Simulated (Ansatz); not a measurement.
# Mg on Al(100): change of the work function, part 4 of 5

How does Mg on the hollow site change the work function of Al(100) as the layer fills?

Ansatz 0.2.0; plane-wave DFT, PBE-D3(BJ), Ansatz PAW (the session's first sound run).

So far, work function, upper face (eV): step 2 (the clean slab) 4.33; step 3 (37 atoms, coverage 0.111 ML, cell 3x3) 3.56; step 4 (17 atoms, coverage 0.25 ML, cell 2x2) 3.15; step 5 (18 atoms, coverage 0.5 ML, cell 2x2) 3.63.

## Step 6: Adsorbate added, k-mesh 10×10×1, coverage 1 ML

System of this step: Mg/Al(100). The cell holds 5 atoms: 4 Al and 1 Mg. Cell: a = 2.864 Å, b = 2.864 Å, c = 26.009 Å, α = 90.0°, β = 90.0°, γ = 90.0°. Vacuum lies along c.

Another coverage, to see how the dipoles act on each other as their distance changes.

input.yaml

```yaml
crystal:
  lattice:
    - [2.8637824638, 0.0, 0.0]
    - [0.0, 2.8637824638, 0.0]
    - [0.0, 0.0, 26.0085902404]
  atoms:
    - { symbol: Al, position: [0.5, 0.5, 0.3460395168] }
    - { symbol: Al, position: [0.0, 0.0, 0.4238984081] }
    - { symbol: Al, position: [0.5, 0.5, 0.5035117758] }
    - { symbol: Al, position: [0.0, 0.0, 0.5823653243] }
    - { symbol: Mg, position: [0.5, 0.5, 0.6539604832] }
kpoints:
  mp_grid: { grid: [10, 10, 1] }
hamiltonian:
  xc: pbe
  dispersion: d3bj
scf:
  occupations: { method: fermi_dirac, width: 0.1 }
  convergence: { dr2_threshold: 1.0e-08 }
efield:
  axis: 3
  dipole_correction: true
  ramp_position: 0.97
  ramp_width: 0.06
relax:
  f_tol: 0.02
  max_steps: 60
  constraints: [{ sites: [0, 1] }]
output:
  bader: true
  write_potential: true
  write_density: true
  volumetric_format: npy
```

Started as:

```console
$ ansatz run input.yaml --threads 4 --pin off --max-ram 6144MiB --backend cpu --events-out ev --progress --plain --runs-dir out
```

Numbers of over 12 decimals in the logs are rounded to 6 here.

Log:

```text
[...]
Crystal: 5 atoms, lattice volume = 213.303 Å³
Basis set: ecut = 420 eV, 4179 PW (Γ), exchange–correlation on 40×40×360 points (8 copies of the dense FFT grid, shifted against one another)
Bands: 16, of which v1, the nominal top of the filled ones, is band 11 counted from 1 (10 counted from 0)
Symmetry: 8 space group operations
[...]
- { symbol: Al, position: [0.5, 0.5, 0.504208] }
    - { symbol: Al, position: [0, 0.0, 0.582336] }
    - { symbol: Mg, position: [0.5, 0.5, 0.668319] }
--- Bader charges: 5 sites ---
  site symbol  charge [e]  shift [e]
     0     Al      0.0266     0.0000
     1     Al     -0.0253     0.0000
     2     Al      0.0044     0.0000
     3     Al     -0.6989     0.0000
     4     Mg      0.6932     0.0000
  estimated error of the sums over rays = 2.6e-4 e
[key lines of the parts left out:]
SCF converged after 5 iterations
Free energy (F): -4074.242941 eV
Fermi energy:    0.694425 eV
Dipole field:    D = 0.017041 V/Å  (p = 0.020087 e·Å, saw-weighted, corrected)
Work function:   Φ+ = 3.9158 eV   Φ− = 4.3590 eV
```

Run time: 32 s. Hardware: 4 threads of Arm Neoverse N1, shared host; peak memory 0.42 GiB.

Relaxation path:

```
step  energy less that of the first step (eV)  largest force component (eV/Å)
   1                                   0.0000                          1.0579
   2                                  -0.1579                          0.2318
   3                                  -0.1749                          0.0294
   4                                  -0.1750                          0.0063
```

The run keeps the 8 symmetry operations that it works with, so distortions that break them were not tested.

The atoms that moved most (Å):

| atom | dx | dy | dz | length |
| --- | --- | --- | --- | --- |
| Mg5 | 0.000 | 0.000 | 0.373 | 0.373 |
| Al3 | 0.000 | 0.000 | 0.018 | 0.018 |

The relaxation took 4 steps and lowered the energy by 0.18 eV; the largest force on the free atoms ends at 0.0063 eV/Å.

The covered face has 3.92 eV, -0.41 eV against the clean one; the bare back face has moved by +0.02 eV, a measure of how thin the slab is.

## Step 7: Work function against coverage

This step: plane-wave DFT, PBE-D3(BJ), Ansatz PAW; work function against coverage (Ansatz 0.2.0).

The runs are now put side by side.

This step gave:

| Quantity | Value |
| --- | --- |
| work function of the clean face | 4.329 eV |
| largest change of the work function | -1.177 eV |

Work function of the covered face against coverage:

```
coverage (adsorbates/nm²)  work function of the covered face (eV)
                     0.00                                    4.33
                     1.35                                    3.56
                     3.05                                    3.15
                     6.10                                    3.63
                    12.19                                    3.92
```

The dipole per adsorbate comes from the change of the cell's dipole. Coverage, by row:

```csv
coverage (1/nm²),coverage (ML),work function (eV),change (eV),"dipole per adsorbate, positive end outwards (debye)",mean height of the added atoms over the highest substrate atom (Å)
1.355,0.1111,3.564,-0.765,1.46,1.814
3.048,0.25,3.152,-1.177,0.985,1.863
6.097,0.5,3.632,-0.6965,0.304,2.083
12.19,1,3.916,-0.4128,0.095,2.236
```

## Step 8: The 0.25 ML cell at another level of theory, cutoff 420 eV, functional PBEsol

This step: plane-wave DFT, PBEsol, Ansatz PAW (Ansatz 0.2.0).

System of this step: Mg/Al(100). The cell holds 17 atoms: 16 Al and 1 Mg. Its edges and angles: a = 5.728 Å, b = 5.728 Å, c = 26.009 Å, α = 90.0°, β = 90.0°, γ = 90.0°. Vacuum lies along c.

The geometry is kept and the functional is PBEsol; other changes against the main runs: no dispersion term, which doesn't act on the electrons.

input.yaml

```yaml
crystal:
  lattice:
    - [5.7275649276, 0.0, 0.0]
    - [0.0, 5.7275649276, 0.0]
    - [0.0, 0.0, 26.0085902404]
  atoms:
    - { symbol: Al, position: [0.25, 0.25, 0.3460395168] }
    - { symbol: Al, position: [0.0, 0.0, 0.4238984081] }
    - { symbol: Al, position: [0.25, 0.25, 0.5060914761] }
    - { symbol: Al, position: [-0.0101982447, -0.0101982447, 0.581579991] }
    - { symbol: Al, position: [0.25, 0.75, 0.3460395168] }
    - { symbol: Al, position: [0.0, 0.5, 0.4238984081] }
    - { symbol: Al, position: [0.25, 0.75, 0.5037308134] }
    - { symbol: Al, position: [-0.0101982447, 0.5101982447, 0.581579991] }
    - { symbol: Al, position: [0.75, 0.25, 0.3460395168] }
    - { symbol: Al, position: [0.5, 0.0, 0.4238984081] }
    - { symbol: Al, position: [0.75, 0.25, 0.5037308134] }
    - { symbol: Al, position: [0.5101982447, -0.0101982447, 0.581579991] }
    - { symbol: Al, position: [0.75, 0.75, 0.3460395168] }
    - { symbol: Al, position: [0.5, 0.5, 0.4238984081] }
    - { symbol: Al, position: [0.75, 0.75, 0.5011263785] }
    - { symbol: Al, position: [0.5101982447, 0.5101982447, 0.581579991] }
    - { symbol: Mg, position: [0.25, 0.25, 0.653216167] }
kpoints:
  mp_grid: { grid: [5, 5, 1] }
hamiltonian:
  xc: pbesol
scf:
  occupations: { method: fermi_dirac, width: 0.1 }
  convergence: { dr2_threshold: 1.0e-08 }
efield:
  axis: 3
  dipole_correction: true
  ramp_position: 0.97
  ramp_width: 0.06
output:
  write_potential: true
  write_density: true
  volumetric_format: npy
```

Log:

```text
[...]
Crystal: 17 atoms, lattice volume = 853.212 Å³
Basis set: ecut = 420 eV, 16811 PW (Γ)
Bands: 46, of which v1, the nominal top of the filled ones, is band 29 counted from 1 (28 counted from 0)
Symmetry: 8 space group operations
[...]
k-points: 6 of 25
[...]
SCF iter   1: F=—  HF=-10299.980601 eV  |F-HF|=—  |Δ(HF+E_count)|=         —  Δρ=1.20e-3  dr2=9.52e-2  ethr=1.77e-3  p=0.205 e·Å  D=4.35e-2 V/Å  ΔV_dip=-1.13 eV  dr2_dipole=2.35e-2  V_vac-E_F(+/−)=3.06/4.19 eV  ⟨swp⟩=19.7  Hψ=1977  notcnv=0
[...]
SCF iter   8: F=-10299.984968 eV  HF=-10299.984968 eV  |F-HF|=8.42e-10  |Δ(HF+E_count)|=   1.37e-8  Δρ=3.15e-7  dr2=2.59e-9  ethr=1.72e-11  p=0.213 e·Å  D=4.53e-2 V/Å  ΔV_dip=-1.18 eV  dr2_dipole=2.57e-11  V_vac-E_F(+/−)=3.16/4.34 eV  ⟨swp⟩=16.5  Hψ=982  notcnv=0
SCF 1 converged in 8 iterations: F = -10299.984968 eV  dr2 = 2.59e-9
[...]
SCF converged after 8 iterations
Free energy (F): -10299.984968 eV
[...]
Internal energy: -10299.731541 eV  (E = F + TS)
E sigma→0 (E₀):  -10299.858255 eV
Entropy (-TS):   -0.253427 eV (-14.907 meV/atom)
Fermi energy:    0.144824 eV
Dipole field:    D = 0.045263 V/Å  (p = 0.213421 e·Å, saw-weighted, corrected)
Work function:   Φ+ = 3.1622 eV   Φ− = 4.3394 eV
[...]
--- Band table (eV; the first three rows and the last of 6) ---
  k-point 0: bands = [... 25 lower, -0.9871, -0.9865, -0.4173, -0.2984, -0.2984, 0.0652, 0.2124, 0.3177, ... 13 higher]
  k-point 1: bands = [... 25 lower, -0.7754, -0.2672, -0.1542, -0.0300, 0.0198, 0.2543, 0.3613, 0.3640, ... 13 higher]
  k-point 2: bands = [... 25 lower, -1.2014, -0.8630, -0.5622, 0.3545, 0.4088, 0.6091, 0.7651, 1.2298, ... 13 higher]
  k-point 5: bands = [... 25 lower, -0.2074, -0.0099, 0.0569, 0.2492, 0.4045, 0.6808, 0.6984, 1.1798, ... 13 higher]
```

Run time: 24 s. Hardware: 4 threads; peak memory 1.1 GiB; 65 s of CPU time.

In the SCF lines HF is the Harris–Foulkes energy and dr2 the Hartree energy of the density residual, in eV; the loop may stop once dr2 is under the threshold and the program's other checks hold. Hψ counts applications of the Hamiltonian.

This step gave:

| Property | Result |
| --- | --- |
| energy at zero smearing | -10299.8583 eV |
| work function, upper face | 3.162 eV |
| work function, lower face | 4.339 eV |
| dipole along the normal | 0.2134 e·Å |
| step between the vacuum levels | -1.177 eV |

The work function comes to 3.16 eV, +0.01 eV from the first level.

## Step 9: The 0.25 ML cell at another level of theory, cutoff 420 eV, functional RPBE

This step: plane-wave DFT, RPBE, Ansatz PAW (Ansatz 0.2.0).

The geometry is kept and the functional is RPBE; other changes against the main runs: no dispersion term, which doesn't act on the electrons.

input.yaml: that of step 8 with these lines changed.

```diff
@@ -26,3 +26,3 @@
 hamiltonian:
-  xc: pbesol
+  xc: rpbe
 scf:
```

Log:

```text
[...]
Crystal: 17 atoms, lattice volume = 853.212 Å³
Basis set: ecut = 420 eV, 16811 PW (Γ)
Bands: 46, of which v1, the nominal top of the filled ones, is band 29 counted from 1 (28 counted from 0)
Symmetry: 8 space group operations
[...]
k-points: 6 of 25
[...]
SCF iter   1: F=—  HF=-10569.838298 eV  |F-HF|=—  |Δ(HF+E_count)|=         —  Δρ=1.61e-3  dr2=1.36e-1  ethr=1.77e-3  p=0.205 e·Å  D=4.35e-2 V/Å  ΔV_dip=-1.13 eV  dr2_dipole=2.02e-2  V_vac-E_F(+/−)=2.92/4.05 eV  ⟨swp⟩=20.0  Hψ=2070  notcnv=0
[...]
SCF iter   8: F=-10569.836701 eV  HF=-10569.836701 eV  |F-HF|=2.39e-9  |Δ(HF+E_count)|=   1.18e-8  Δρ=3.38e-7  dr2=4.25e-9  ethr=1.72e-11  p=0.209 e·Å  D=4.42e-2 V/Å  ΔV_dip=-1.15 eV  dr2_dipole=1.11e-9  V_vac-E_F(+/−)=3.07/4.22 eV  ⟨swp⟩=14.7  Hψ=1201  notcnv=0
SCF 1 converged in 8 iterations: F = -10569.836701 eV  dr2 = 4.25e-9
[...]
SCF converged after 8 iterations
Free energy (F): -10569.836701 eV
[...]
Internal energy: -10569.586540 eV  (E = F + TS)
E sigma→0 (E₀):  -10569.711621 eV
Entropy (-TS):   -0.250161 eV (-14.715 meV/atom)
Fermi energy:    0.266099 eV
Dipole field:    D = 0.044261 V/Å  (p = 0.208696 e·Å, saw-weighted, corrected)
Work function:   Φ+ = 3.0727 eV   Φ− = 4.2239 eV
[...]
--- Band table (eV; the first three rows and the last of 6) ---
  k-point 0: bands = [... 25 lower, -0.8417, -0.8413, -0.2915, -0.1817, -0.1817, 0.1937, 0.3403, 0.4679, ... 13 higher]
  k-point 1: bands = [... 25 lower, -0.6523, -0.1551, -0.0331, 0.0905, 0.1402, 0.3774, 0.4954, 0.4983, ... 13 higher]
  k-point 2: bands = [... 25 lower, -1.0797, -0.7455, -0.4402, 0.4720, 0.5250, 0.7330, 0.8883, 1.3492, ... 13 higher]
  k-point 5: bands = [... 25 lower, -0.0904, 0.1094, 0.1726, 0.3589, 0.5482, 0.7873, 0.8252, 1.2893, ... 13 higher]
```

Elapsed: 25 s, on 4 threads; peak memory 1.1 GiB; 68 s of CPU time.

Numbers from this step:

* energy at zero smearing: -10569.7116 eV
* work function, upper face: 3.073 eV
* work function, lower face: 4.224 eV
* dipole along the normal: 0.2087 e·Å
* step between the vacuum levels: -1.151 eV

The work function comes to 3.07 eV, -0.08 eV from the first level.

## Step 10: The 0.25 ML cell at another level of theory, cutoff 1142.88 eV, functional PBE

This step: plane-wave DFT, PBE, norm-conserving (Ansatz 0.2.0).

The geometry is kept and the functional is PBE; other changes against the main runs: norm-conserving files, cutoff 420 → 1142.88 and no dispersion term, which doesn't act on the electrons.

input.yaml: that of step 9 with these lines changed.

```diff
@@ -26,3 +26,4 @@
 hamiltonian:
-  xc: rpbe
+  xc: pbe
+  pseudopotentials: { kind: nc }
 scf:
```

Log:

```text
[...]
Crystal: 17 atoms, lattice volume = 853.212 Å³
Basis set: ecut = 1142.878222 eV, 74895 PW (Γ)
Bands: 46, of which v1, the nominal top of the filled ones, is band 29 counted from 1 (28 counted from 0)
Symmetry: 8 space group operations
[...]
k-points: 6 of 25
[...]
k-point 1: bands = [... 25 lower, -0.7429, -0.2378, -0.1269, -0.0011, 0.0490, 0.2857, 0.3996, 0.4010, ... 13 higher]
  k-point 2: bands = [... 25 lower, -1.1725, -0.8347, -0.5256, 0.3842, 0.4379, 0.6416, 0.7933, 1.2606, ... 13 higher]
  k-point 5: bands = [... 25 lower, -0.1776, 0.0253, 0.0932, 0.2825, 0.4434, 0.7127, 0.7285, 1.2078, ... 13 higher]
[key lines of the parts left out:]
SCF converged after 10 iterations
Free energy (F): -4288.662808 eV
Fermi energy:    0.177098 eV
Dipole field:    D = 0.043953 V/Å  (p = 0.207247 e·Å, saw-weighted, corrected)
Work function:   Φ+ = 3.1504 eV   Φ− = 4.2935 eV
```

Run time: 1.9 min. Hardware: 4 threads; peak memory 3.9 GiB.

The work function comes to 3.15 eV, -0.00 eV from the first level.

## Step 11: Comparing the runs

Times are for 4 threads of Arm Neoverse N1, shared host. The series side by side:

```
no.  functional  work function, upper face (eV)  dipole along the normal (e·Å)     time  memory (GiB)
  1      pbesol                           3.162                         0.2134     24 s           1.1
  2        rpbe                           3.073                         0.2087     25 s           1.1
  3         pbe                           3.150                         0.2072  1.9 min           3.9
```

## Step 12: The same run with other settings

This step: plane-wave DFT, PBE-D3(BJ), Ansatz PAW, but for the change named below (Ansatz 0.2.0).

System of this step: Mg/Al(100). The cell holds 5 atoms: 4 Al and 1 Mg. Its edges and angles: a = 2.864 Å, b = 2.864 Å, c = 26.009 Å, α = 90.0°, β = 90.0°, γ = 90.0°. Vacuum lies along c.

A run with a changed input: it repeats the earlier run at 1 ML with hamiltonian.pseudopotentials to kind: nc.

input.yaml, the sections that differ from step 10:

```yaml
crystal:
  lattice:
    - [2.8637824638, 0.0, 0.0]
    - [0.0, 2.8637824638, 0.0]
    - [0.0, 0.0, 26.0085902404]
  atoms:
    - { symbol: Al, position: [0.5, 0.5, 0.3460395168] }
    - { symbol: Al, position: [0.0, 0.0, 0.4238984081] }
    - { symbol: Al, position: [0.5, 0.5, 0.5035117758] }
    - { symbol: Al, position: [0.0, 0.0, 0.5823653243] }
    - { symbol: Mg, position: [0.5, 0.5, 0.6539604832] }
kpoints:
  mp_grid: { grid: [10, 10, 1] }
hamiltonian:
  xc: pbe
  dispersion: d3bj
  pseudopotentials: { kind: nc }
relax:
  f_tol: 0.02
  max_steps: 60
  constraints: [{ sites: [0, 1] }]
output:
  bader: true
  write_potential: true
  write_density: true
  volumetric_format: npy
# scf, efield: as in step 10
```

Log:

```text
Error: output.bader: true without hamiltonian.pseudopotentials.kind: paw|paw_fr|all_electron or hamiltonian.pseudopotentials.kind: all_electron — Bader charges are made of the all-electron density, and norm-conserving records hold neither all-electron partial waves nor the cores' density; drop the bader request, or use kind: paw or all_electron (paw_fr under spin-orbit coupling), where the deck's functional and its other outputs are served on it
```

It took 0.03 s on 4 threads; peak memory 0.11 GiB.

The input was rejected at the start.

The program's message: “Error: output.bader: true without hamiltonian.pseudopotentials.kind: paw|paw_fr|all_electron or hamiltonian.pseudopotentials.kind: all_electron — Bader charges are made of the all-electron density, an …”

(Continued in part 5 of 5.)

[Logs are printed without paths, hosts, clocks, repeated set-up lines and the standing remarks that a program may print on its own settings, such as how far it seeks lower states.]

[Hosts, paths, dates, database ids (printed as entryN), source tags and the programs' standing remarks are cut or masked in the printed files.]

[Maps of the electrostatic potential energy from Ansatz leave out the sawtooth potential of an applied field or a dipole correction, so their vacuum need not be flat; planar profiles and work functions include it.]
